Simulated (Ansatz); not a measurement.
**Optical response of Rb2H2SO (model structure)**

What colour and refractive index does Rb2H2SO (model structure) have at this level of theory? The cell was made here by substitution or stacking, whether or not such a phase is known. It was built so: 1 of the 2 S atoms of the cell replaced by O in the P2_1/m structure of RbHS.

Main program and level: Ansatz 0.2.0; DFT, PBE, plane-wave PAW, default files, scalar-relativistic, independent-particle optical response without local fields.

## Step 1: Set-up

Symmetry: Pm, No. 6, monoclinic system. Conventional cell: a = 4.359 Å, b = 4.892 Å, c = 6.560 Å, α = 90.00°, β = 101.59°, γ = 90.00°. Nearest to Rb lie 3 H at 2.94 Å and 2 O at 3.24 to 3.32 Å and 4 S at 3.25 to 3.31 Å. Rb has 3 H at 2.94 Å and 2 S at 3.24 to 3.32 Å and 4 O at 3.25 to 3.31 Å nearest. S has 3 H at 1.28 to 3.34 Å and 6 Rb at 3.24 to 3.32 Å nearest. Nearest to O lie 3 H at 1.28 to 3.34 Å and 6 Rb at 3.24 to 3.32 Å. Nearest to H lie 1 O at 1.28 Å and 2 H at 2.83 Å and 3 Rb at 2.94 Å. Nearest to H lie 1 S at 1.28 Å and 2 H at 2.83 Å and 3 Rb at 2.94 Å. 1 of the 2 S atoms of the cell replaced by O in the P2_1/m structure of RbHS. Farther neighbours and most contacts between anions are not listed.

## Step 2: Relaxation

Spectra hang on bond lengths, so the cell is first brought to its minimum.

This step: DFT, PBE, plane-wave PAW, default files, scalar-relativistic, relaxation (Ansatz 0.2.0).

input.yaml reads:

```yaml
crystal:
  lattice:
    - [4.35860149, 0.0, 0.0]
    - [0.0, 4.89158131, 0.0]
    - [-1.31776073, 0.0, 6.42598498]
  atoms:
    - { symbol: Rb, position: [0.76906979, 0.75, 0.23841733] }
    - { symbol: Rb, position: [0.23093021, 0.25, 0.76158267] }
    - { symbol: S, position: [0.26510864, 0.25, 0.25988824] }
    - { symbol: O, position: [0.73489136, 0.75, 0.74011176] }
    - { symbol: H, position: [0.47894254, 0.75, 0.605535] }
    - { symbol: H, position: [0.52105746, 0.25, 0.394465] }
kpoints:
  mp_grid: { grid: [5, 5, 4] }
scf:
  occupations: { method: fermi_dirac, width: 0.05 }
hamiltonian:
  xc: pbe
  pseudopotentials: { kind: paw }
output:
  forces: true
  stress: true
relax:
  f_tol: 0.02
  max_steps: 50
  cell: {}
```

Command:

```console
$ ansatz run input.yaml --threads 2 --pin off --max-ram 5120MiB --backend cpu --events-out ev --progress --plain --runs-dir out
```

Numbers of over 12 decimals in the logs are rounded to 6 here.

What it wrote:

```text
Engine: ansatz 0.2.0, x86_64-unknown-linux-gnu
Pseudopotentials: kind: paw
Pseudopotential: Rb, paw, valence charge 9, recommended cutoff 420 eV (normal), Rb.paw.azcp
Pseudopotential: S, paw, valence charge 6, recommended cutoff 420 eV (normal), S.paw.azcp
Pseudopotential: O, paw, valence charge 6, recommended cutoff 420 eV (normal), O.paw.azcp
Pseudopotential: H, paw, valence charge 1, recommended cutoff 420 eV (normal), H.paw.azcp
Functional definition: PBE
  parameter kappa = 0.804
  parameter beta = 0.066725
  exchange = pbe_x(kappa = kappa, mu = beta*pi^2/3)
  correlation = pbe_c(beta = beta)
Crystal: 6 atoms, lattice volume = 137.005 Å³
Basis set: ecut = 420 eV, 2681 PW (Γ), exchange–correlation on 60×72×90 points (8 copies of the dense FFT grid, shifted against one another)
Bands: 22, of which v1, the nominal top of the filled ones, is band 16 counted from 1 (15 counted from 0)
Symmetry: 2 space group operations
Space group: Pm (ITA 6), of the structure as read, at distance tolerance 5.2e-5 Å
k-points: 33 of 100 (time reversal used)
Non-local potential: Rb, projectors of the file, l = 0: 3, l = 1: 2, l = 2: 2
Non-local potential: S, projectors of the file, l = 0: 2, l = 1: 2, l = 2: 2
Non-local potential: O, projectors of the file, l = 0: 2, l = 1: 2, l = 2: 1
Non-local potential: H, projectors of the file, l = 0: 2, l = 1: 1
PAW form: soft (Blöchl's): semilocal exchange-correlation on the pseudo side does not see the compensation charge
PAW one-centre angular grid: Rb, 110 points (default); XC on 64 Gauss nodes
PAW one-centre angular grid: S, 110 points (default); XC on 64 Gauss nodes
PAW one-centre angular grid: O, 110 points (default); XC on 64 Gauss nodes
PAW one-centre angular grid: H, 110 points (default); XC on 64 Gauss nodes
Initial density: superposition of atomic densities (neutral atoms: chi_scale 0, normalization atom), corrected by the library's trained network
Initial wavefunctions: pseudopotential atomic-orbital guess
Functional: x = pbe(κ = 0.804, μ = 0.219515), c = pbe(β = 0.066725)
SCF iter   1: F=—  HF=-8038.060983 eV  |F-HF|=—  |Δ(HF+E_count)|=         —  Δρ=1.71e-3  dr2=8.15e-3  ethr=1.77e-3  ⟨swp⟩=7.2  Hψ=4368  notcnv=0
preconditioner: auto → Resta (q_TF=auto, 2.141 Å⁻¹)  ε∞=2.8  [insulator: Δε(μ)=2.513 eV  Ē_g=12.552 eV  σ=0.050 eV  W_gap=1.00  n_scr=24 (ndim 8)  ℏωp=16.8 eV  f_vac=0.064  D(μ)=0.00/eV (n_scr^D=0)  ε∞_Penn≈2.8]
SCF iter   2: F=—  HF=-8038.059333 eV  |F-HF|=—  |Δ(HF+E_count)|=   1.65e-3  Δρ=1.12e-3  dr2=2.03e-3  ethr=2.55e-5  ⟨swp⟩=2.0  Hψ=1180  notcnv=0  defer=9
SCF iter   3: F=—  HF=-8038.059504 eV  |F-HF|=—  |Δ(HF+E_count)|=   1.71e-4  Δρ=6.94e-4  dr2=8.50e-4  ethr=6.36e-6  ⟨swp⟩=2.0  Hψ=1130  notcnv=0  defer=9
SCF iter   4: F=—  HF=-8038.059564 eV  |F-HF|=—  |Δ(HF+E_count)|=   5.95e-5  Δρ=1.94e-4  dr2=7.81e-5  ethr=2.66e-6  ⟨swp⟩=2.0  Hψ=833  notcnv=0  defer=9
SCF iter   5: F=—  HF=-8038.059621 eV  |F-HF|=—  |Δ(HF+E_count)|=   5.74e-5  Δρ=5.44e-5  dr2=4.74e-6  ethr=2.44e-7  ⟨swp⟩=2.0  Hψ=1095  notcnv=0  defer=9
SCF iter   6: F=—  HF=-8038.059624 eV  |F-HF|=—  |Δ(HF+E_count)|=   3.23e-6  Δρ=1.62e-5  dr2=5.04e-7  ethr=1.48e-8  ⟨swp⟩=2.3  Hψ=948  notcnv=0  defer=9
SCF iter   7: F=-8038.059625 eV  HF=-8038.059625 eV  |F-HF|=1.81e-8  |Δ(HF+E_count)|=   1.63e-7  Δρ=4.58e-6  dr2=3.06e-8  ethr=3.13e-10  ⟨swp⟩=5.0  Hψ=2750  notcnv=0
SCF 1 converged in 7 iterations: F = -8038.059625 eV  dr2 = 3.06e-8
  greatest PAW one-centre occupation: 0.973 electrons in one spin orbital (limit 2), on the Rb atom at site 0 (counted from 0), in its partial waves of l = 0
relax step   1: F+E_penalty+E_count = -8038.05962457 eV  Δ(F+E_penalty+E_count) = +0.000e0 eV  max|allowed force component| = 3.971e0 eV/Å  Δτ_max = 0.0000 Å  P = -0.976 GPa  Ω = 137.005 Å³  (7 SCF iters, dr2 threshold 1.00e-7 eV, accepted)
Crystal: 6 atoms, lattice volume = 139.212 Å³
Basis set: ecut = 420 eV, 2723 PW (Γ), exchange–correlation on 60×72×90 points (8 copies of the dense FFT grid, shifted against one another)
Initial density: handed on by an earlier stage of this run
Initial wavefunctions: those handed on with the density
iter 1 solved again at ethr=1.88e-3 eV; its pass at ethr=3.10e-3 eV (dr2=6.03e-1 eV) is discarded
SCF iter   1: F=—  HF=-8039.280007 eV  |F-HF|=—  |Δ(HF+E_count)|=         —  Δρ=2.32e-2  dr2=5.83e-1  ethr=1.88e-3  ⟨swp⟩=1.0  Hψ=4697  notcnv=0
preconditioner: auto → Resta (q_TF=auto, 2.135 Å⁻¹)  ε∞=2.7  [insulator: Δε(μ)=3.102 eV  Ē_g=12.818 eV  σ=0.050 eV  W_gap=1.00  n_scr=24 (ndim 8)  ℏωp=16.7 eV  f_vac=0.070  D(μ)=0.00/eV (n_scr^D=0)  ε∞_Penn≈2.7]
SCF iter   2: F=—  HF=-8039.189158 eV  |F-HF|=—  |Δ(HF+E_count)|=   9.08e-2  Δρ=1.26e-2  dr2=1.39e-1  ethr=1.82e-3  ⟨swp⟩=2.9  Hψ=1491  notcnv=0
SCF iter   3: F=—  HF=-8039.165374 eV  |F-HF|=—  |Δ(HF+E_count)|=   2.38e-2  Δρ=5.26e-3  dr2=1.52e-2  ethr=4.34e-4  ⟨swp⟩=2.0  Hψ=1582  notcnv=0  defer=49
SCF iter   4: F=—  HF=-8039.165097 eV  |F-HF|=—  |Δ(HF+E_count)|=   2.78e-4  Δρ=1.10e-3  dr2=7.30e-4  ethr=4.75e-5  ⟨swp⟩=2.8  Hψ=1106  notcnv=0  defer=55
SCF iter   5: F=—  HF=-8039.165155 eV  |F-HF|=—  |Δ(HF+E_count)|=   5.80e-5  Δρ=1.21e-4  dr2=2.24e-5  ethr=2.28e-6  ⟨swp⟩=2.2  Hψ=877  notcnv=0  defer=55
SCF iter   6: F=—  HF=-8039.165241 eV  |F-HF|=—  |Δ(HF+E_count)|=   8.66e-5  Δρ=3.02e-5  dr2=1.28e-6  ethr=7.01e-8  ⟨swp⟩=2.7  Hψ=1125  notcnv=0  defer=55
SCF iter   7: F=-8039.165243 eV  HF=-8039.165243 eV  |F-HF|=4.58e-8  |Δ(HF+E_count)|=   1.62e-6  Δρ=5.98e-6  dr2=7.18e-8  ethr=1.87e-9  ⟨swp⟩=5.0  Hψ=2630  notcnv=0
SCF 2 converged in 7 iterations: F = -8039.165243 eV  dr2 = 7.18e-8
relax step   2: F+E_penalty+E_count = -8039.16524292 eV  Δ(F+E_penalty+E_count) = -1.106e0 eV  max|allowed force component| = 2.323e0 eV/Å  Δτ_max = 0.1490 Å  P = -0.744 GPa  Ω = 139.212 Å³  energy of the carried Pulay correction = -1.638e-3 eV  (7 SCF iters, dr2 threshold 6.00e-7 eV, accepted)
Crystal: 6 atoms, lattice volume = 140.044 Å³
Basis set: ecut = 420 eV, 2749 PW (Γ), exchange–correlation on 60×72×90 points (8 copies of the dense FFT grid, shifted against one another)
SCF iter   1: F=—  HF=-8038.687461 eV  |F-HF|=—  |Δ(HF+E_count)|=         —  Δρ=3.54e-2  dr2=1.19e0  ethr=3.10e-3  ⟨swp⟩=7.3  Hψ=3744  notcnv=0
preconditioner: auto → Resta (q_TF=auto, 2.133 Å⁻¹)  ε∞=2.7  [insulator: Δε(μ)=3.263 eV  Ē_g=12.280 eV  σ=0.050 eV  W_gap=1.00  n_scr=24 (ndim 8)  ℏωp=16.0 eV  f_vac=0.084  D(μ)=0.00/eV (n_scr^D=0)  ε∞_Penn≈2.7]
SCF iter   2: F=—  HF=-8038.429639 eV  |F-HF|=—  |Δ(HF+E_count)|=   2.58e-1  Δρ=1.62e-2  dr2=1.86e-1  ethr=3.10e-3  ⟨swp⟩=2.1  Hψ=1592  notcnv=0  defer=56
[...]
relax step  17: F+E_penalty+E_count = -8039.49631757 eV  Δ(F+E_penalty+E_count) = -3.066e-4 eV  max|allowed force component| = 9.667e-2 eV/Å  Δτ_max = 0.0381 Å  P = -0.027 GPa  Ω = 143.046 Å³  energy of the carried Pulay correction = -4.423e-3 eV  (9 SCF iters, accepted)
relax step  18: F+E_penalty+E_count = -8039.49646477 eV  Δ(F+E_penalty+E_count) = -1.472e-4 eV  max|allowed force component| = 3.659e-2 eV/Å  Δτ_max = 0.0085 Å  P = -0.025 GPa  Ω = 143.038 Å³  energy of the carried Pulay correction = -4.417e-3 eV  (5 SCF iters, dr2 threshold 5.84e-7 eV, accepted)
relax step  19: F+E_penalty+E_count = -8039.49658256 eV  Δ(F+E_penalty+E_count) = -1.178e-4 eV  max|allowed force component| = 2.358e-3 eV/Å  Δτ_max = 0.0099 Å  P = +0.002 GPa  Ω = 142.963 Å³  energy of the carried Pulay correction = -4.363e-3 eV  (6 SCF iters, dr2 threshold 8.37e-8 eV, accepted)
relax step  20: F+E_penalty+E_count = -8039.49667258 eV  Δ(F+E_penalty+E_count) = -9.002e-5 eV  max|allowed force component| = 3.047e-2 eV/Å  Δτ_max = 0.0175 Å  P = -0.011 GPa  Ω = 142.845 Å³  energy of the carried Pulay correction = -4.278e-3 eV  (9 SCF iters, accepted)
relax step  21: F+E_penalty+E_count = -8039.49666859 eV  Δ(F+E_penalty+E_count) = +3.987e-6 eV  max|allowed force component| = 3.949e-3 eV/Å  Δτ_max = 0.0039 Å  P = +0.001 GPa  Ω = 142.871 Å³  energy of the carried Pulay correction = -4.297e-3 eV  (5 SCF iters, dr2 threshold 5.80e-8 eV, accepted)
relax step  22: F+E_penalty+E_count = -8039.50675232 eV  Δ(F+E_penalty+E_count) = -1.008e-2 eV  max|allowed force component| = 1.136e-2 eV/Å  Δτ_max = 0.0000 Å  P = +0.103 GPa  Ω = 142.871 Å³  stress off target by 2.16e-1 GPa  SCF on the basis re-selected at this cell (its energy is not comparable with the rows above)  (7 SCF iters)
relax step  23: F+E_penalty+E_count = -8039.50766449 eV  Δ(F+E_penalty+E_count) = -9.122e-4 eV  max|allowed force component| = 2.335e-1 eV/Å  Δτ_max = 0.0690 Å  P = +0.010 GPa  Ω = 143.004 Å³  energy of the carried Pulay correction = +1.271e-4 eV  (7 SCF iters, dr2 threshold 1.17e-7 eV, accepted)
relax step  24: F+E_penalty+E_count = -8039.50790328 eV  Δ(F+E_penalty+E_count) = -2.388e-4 eV  max|allowed force component| = 6.282e-2 eV/Å  Δτ_max = 0.0133 Å  P = -0.031 GPa  Ω = 143.956 Å³  energy of the carried Pulay correction = -5.868e-4 eV  (5 SCF iters, dr2 threshold 6.00e-7 eV, accepted)
relax step  25: F+E_penalty+E_count = -8039.50875432 eV  Δ(F+E_penalty+E_count) = -8.510e-4 eV  max|allowed force component| = 3.007e-3 eV/Å  Δτ_max = 0.0181 Å  P = +0.010 GPa  Ω = 143.935 Å³  energy of the carried Pulay correction = -4.042e-4 eV  (6 SCF iters, dr2 threshold 2.47e-7 eV, accepted)
relax step  26: F+E_penalty+E_count = -8039.50872240 eV  Δ(F+E_penalty+E_count) = +3.192e-5 eV  max|allowed force component| = 4.944e-2 eV/Å  Δτ_max = 0.0185 Å  P = +0.003 GPa  Ω = 144.127 Å³  energy of the carried Pulay correction = -4.621e-4 eV  (9 SCF iters, accepted)
relax step  27: F+E_penalty+E_count = -8039.50865233 eV  Δ(F+E_penalty+E_count) = +7.007e-5 eV  max|allowed force component| = 2.945e-2 eV/Å  Δτ_max = 0.0050 Å  P = -0.027 GPa  Ω = 144.244 Å³  energy of the carried Pulay correction = -5.650e-4 eV  (5 SCF iters, dr2 threshold 1.53e-7 eV, accepted)
relax step  28: F+E_penalty+E_count = -8039.50871124 eV  Δ(F+E_penalty+E_count) = -5.891e-5 eV  max|allowed force component| = 6.292e-3 eV/Å  Δτ_max = 0.0043 Å  P = +0.001 GPa  Ω = 144.222 Å³  energy of the carried Pulay correction = -5.468e-4 eV  (5 SCF iters, dr2 threshold 5.42e-8 eV, accepted)
iter 1 solved again at ethr=1.16e-7 eV; its pass at ethr=3.10e-3 eV (dr2=3.70e-5 eV) is discarded
SCF iter   1: F=—  HF=-8039.509621 eV  |F-HF|=—  |Δ(HF+E_count)|=         —  Δρ=1.32e-4  dr2=2.38e-6  ethr=1.16e-7  ⟨swp⟩=4.3  Hψ=6672  notcnv=0
preconditioner: auto → Resta (q_TF=auto, 2.123 Å⁻¹)  ε∞=2.7  [insulator: Δε(μ)=2.909 eV  Ē_g=12.704 eV  σ=0.050 eV  W_gap=1.00  n_scr=26 (ndim 8)  ℏωp=16.4 eV  f_vac=0.094  D(μ)=0.00/eV (n_scr^D=0)  ε∞_Penn≈2.7]
SCF iter   2: F=—  HF=-8039.509920 eV  |F-HF|=—  |Δ(HF+E_count)|=   2.99e-4  Δρ=6.66e-5  dr2=6.52e-7  ethr=7.43e-9  ⟨swp⟩=2.0  Hψ=1221  notcnv=0
SCF iter   3: F=—  HF=-8039.510023 eV  |F-HF|=—  |Δ(HF+E_count)|=   1.03e-4  Δρ=1.95e-5  dr2=3.29e-7  ethr=2.04e-9  ⟨swp⟩=2.0  Hψ=1188  notcnv=0
SCF iter   4: F=—  HF=-8039.510025 eV  |F-HF|=—  |Δ(HF+E_count)|=   1.90e-6  Δρ=1.76e-6  dr2=2.74e-9  ethr=1.03e-9  ⟨swp⟩=2.0  Hψ=1188  notcnv=0
SCF iter   5: F=—  HF=-8039.510025 eV  |F-HF|=—  |Δ(HF+E_count)|=   4.80e-9  Δρ=5.61e-7  dr2=4.44e-10  ethr=8.55e-12  ⟨swp⟩=2.2  Hψ=1012  notcnv=0
SCF iter   6: F=-8039.510025 eV  HF=-8039.510025 eV  |F-HF|=6.82e-11  |Δ(HF+E_count)|=   1.25e-9  Δρ=1.37e-7  dr2=3.78e-11  ethr=1.00e-12  ⟨swp⟩=4.0  Hψ=3194  notcnv=0
SCF 29 converged in 6 iterations: F = -8039.510025 eV  dr2 = 3.78e-11
relax step  29: F+E_penalty+E_count = -8039.51002494 eV  Δ(F+E_penalty+E_count) = -1.314e-3 eV  max|allowed force component| = 4.659e-3 eV/Å  Δτ_max = 0.0000 Å  P = +0.004 GPa  Ω = 144.222 Å³  stress off target by 4.60e-2 GPa  SCF on the basis re-selected at this cell (its energy is not comparable with the rows above)  (6 SCF iters)
basis re-selected at this cell: Δ(F+E_penalty+E_count) = -1.314e-3 eV, ΔP = +0.004 GPa vs the last step (what re-selecting the basis moved, of the pressure what is left beyond the Pulay correction that the steps carried, after the strain that the cell walked since its last selection, with what the two solves' SCF thresholds leave and, on support functions, any second-order correction that the steps lacked; it is no m [...]
SCF converged after 6 iterations
Free energy (F): -8039.510025 eV
Harris-Foulkes:  -8039.510025 eV  (|F-HF|=6.82e-11)
Internal energy: -8039.510025 eV  (E = F + TS)
E sigma→0 (E₀):  -8039.510025 eV
Fermi energy:    3.327495 eV
--- Per-component energies (eV) ---
  E_band       = -231.097834
  E_kinetic    = 695.294479
  E_local      = -1847.824461  (includes V_loc(G=0)·N_el)
  E_nonlocal   = 425.956732
  E_hartree    = 545.659851
  E_xc         = -451.361241
  E_vxc        = -480.106598  (∫ρ·V_xc dr)
  E_paw        = -5995.319244  (= ΣΔE_a)
  E_vpaw       = -115.737628  (= ΣTr[D̂ρ^β])
  E_aug_tail   = -0.000048  (compensation charges beyond the density's cutoff)
  E_ewald      = -1411.916093
  E_smearing   = -0.000000  (= −TS)
  E_closure    = 0.000000  (closes the sum)
  Σ components = -8039.510025   (vs F -8039.510025, Δ=0.00e0)
--- Forces (eV/Å), atoms counted from 1 ---
  atom   1  Rb    -0.00007481     0.00000000     0.00117844
  atom   2  Rb     0.00003426    -0.00000000    -0.00465840
  atom   3  S     -0.00396892     0.00000000     0.00006694
  atom   4  O      0.00074612    -0.00000000     0.00461067
  atom   5  H     -0.00061304     0.00000000    -0.00304336
  atom   6  H      0.00387536    -0.00000000     0.00184707
  max |Σ_I F_I| component: 1.37e-6 eV/Å
--- Stress (GPa, compression-positive) ---
       -0.009181       0.000000       0.017016
        0.000000      -0.018378      -0.000000
        0.017016      -0.000000       0.040796
  P = ⅓ Tr σ = 0.0044 GPa (0.044 kbar)
--- Relaxed structure (27 steps of the walk, 23 accepted, 2 SCFs on fresh bases) ---
  F+E_penalty+E_count = -8039.51002494 eV   max|allowed force component| = 4.659e-3 eV/Å   (the final SCF, on the basis selected at the relaxed cell)
  cell:  # Å, volume = 144.2216 Å³
    - [4.375840, 0, 0.054250]
    - [0, 4.659048, 0]
    - [-1.242991, 0, 7.058697]
  atoms:
    - { symbol: Rb, position: [0.740534, 0.750000, 0.150105] }
    - { symbol: Rb, position: [0.150317, 0.250000, 0.752411] }
    - { symbol: S, position: [0.264756, 0.250000, 0.282568] }
    - { symbol: O, position: [0.692422, 0.750000, 0.777411] }
    - { symbol: H, position: [0.606234, 0.750000, 0.643784] }
    - { symbol: H, position: [0.545736, 0.250000, 0.393721] }
```

It took 84 s on 2 threads of Intel Xeon Platinum 8488C (Sapphire Rapids), shared host; peak memory 0.46 GiB.

The steps of the relaxation (22 of 29):

| step | energy less that of the first step (eV) | largest force component (eV/Å) | pressure (GPa) | volume (Å³) |
| --- | --- | --- | --- | --- |
| 1 | 0.0000 | 3.9713 | -0.98 | 137.00 |
| 2 | -1.1056 | 2.3232 | -0.74 | 139.21 |
| 4 | -1.2690 | 1.5633 | -0.45 | 138.11 |
| 5 | -1.3561 | 0.5588 | 0.27 | 137.70 |
| 6 | -1.4003 | 0.3921 | 0.18 | 139.35 |
| 8 | -1.4226 | 0.5047 | 0.34 | 140.72 |
| 9 | -1.4314 | 0.2708 | 0.05 | 143.18 |
| 10 | -1.4356 | 0.0638 | 0.03 | 143.43 |
| 12 | -1.4344 | 0.2069 | -0.14 | 144.31 |
| 13 | -1.4359 | 0.0220 | 0.02 | 143.54 |
| 14 | -1.4361 | 0.0614 | 0.03 | 143.44 |
| 16 | -1.4364 | 0.0082 | -0.02 | 143.41 |
| 17 | -1.4367 | 0.0967 | -0.03 | 143.05 |
| 18 | -1.4368 | 0.0366 | -0.02 | 143.04 |
| 20 | -1.4370 | 0.0305 | -0.01 | 142.85 |
| 21 | -1.4370 | 0.0039 | 0.00 | 142.87 |
| 22* | -1.4471 | 0.0114 | 0.10 | 142.87 |
| 24 | -1.4483 | 0.0628 | -0.03 | 143.96 |
| 25 | -1.4491 | 0.0030 | 0.01 | 143.94 |
| 26 | -1.4491 | 0.0494 | 0.00 | 144.13 |
| 28 | -1.4491 | 0.0063 | 0.00 | 144.22 |
| 29* | -1.4504 | 0.0047 | 0.00 | 144.22 |

Relaxation steps marked * repeat the geometry before them on a plane-wave basis chosen anew for their cell, so energy and pressure can jump there. Other such steps can lie between the rows shown. Relaxation steps 3, 7, 12, 15 were tried and not accepted.

The run keeps the 2 symmetry operations that it works with, so distortions that break them were not tested.

| cell as run | before | after | change |
| --- | --- | --- | --- |
| a (Å) | 4.359 | 4.376 | +0.4 % |
| b (Å) | 4.892 | 4.659 | -4.8 % |
| c (Å) | 6.560 | 7.167 | +9.3 % |
| β (°) | 101.59 | 99.28 | -2.3 % |
| volume (Å³/atom) | 22.83 | 24.04 | +5.3 % |

The atoms that moved most (Å, as changes of fractional coordinates times the final cell):

| atom | dx | dy | dz | length |
| --- | --- | --- | --- | --- |
| Rb1 | -0.015 | 0.000 | -0.625 | 0.625 |
| H5 | 0.509 | 0.000 | 0.277 | 0.580 |
| O4 | -0.232 | 0.000 | 0.261 | 0.349 |
| Rb2 | -0.341 | 0.000 | -0.069 | 0.348 |
| S3 | -0.030 | 0.000 | 0.160 | 0.163 |
| H6 | 0.109 | 0.000 | -0.004 | 0.109 |

Final coordinates:

```xyz
6
Lattice="4.3758 0.0000 0.0543 0.0000 4.6590 0.0000 -1.2430 0.0000 7.0587" Properties=species:S:1:pos:R:3 pbc="T T T"
Rb    3.0539    3.4943    1.0997
Rb   -0.2775    1.1648    5.3192
S     0.8073    1.1648    2.0089
O     2.0636    3.4943    5.5251
H     1.8526    3.4943    4.5772
H     1.8987    1.1648    2.8088
```

The relaxation ends with a largest force component of 0.0047 eV/Å and a pressure of 0.00 GPa.

(Continued in part 2 of 3.)

[Logs are printed without paths, hosts, clocks, repeated set-up lines and the standing remarks that a program may print on its own settings, such as how far it seeks lower states.]

[Hosts, paths, dates, database ids (printed as entryN), source tags and the programs' standing remarks are cut or masked in the printed files.]
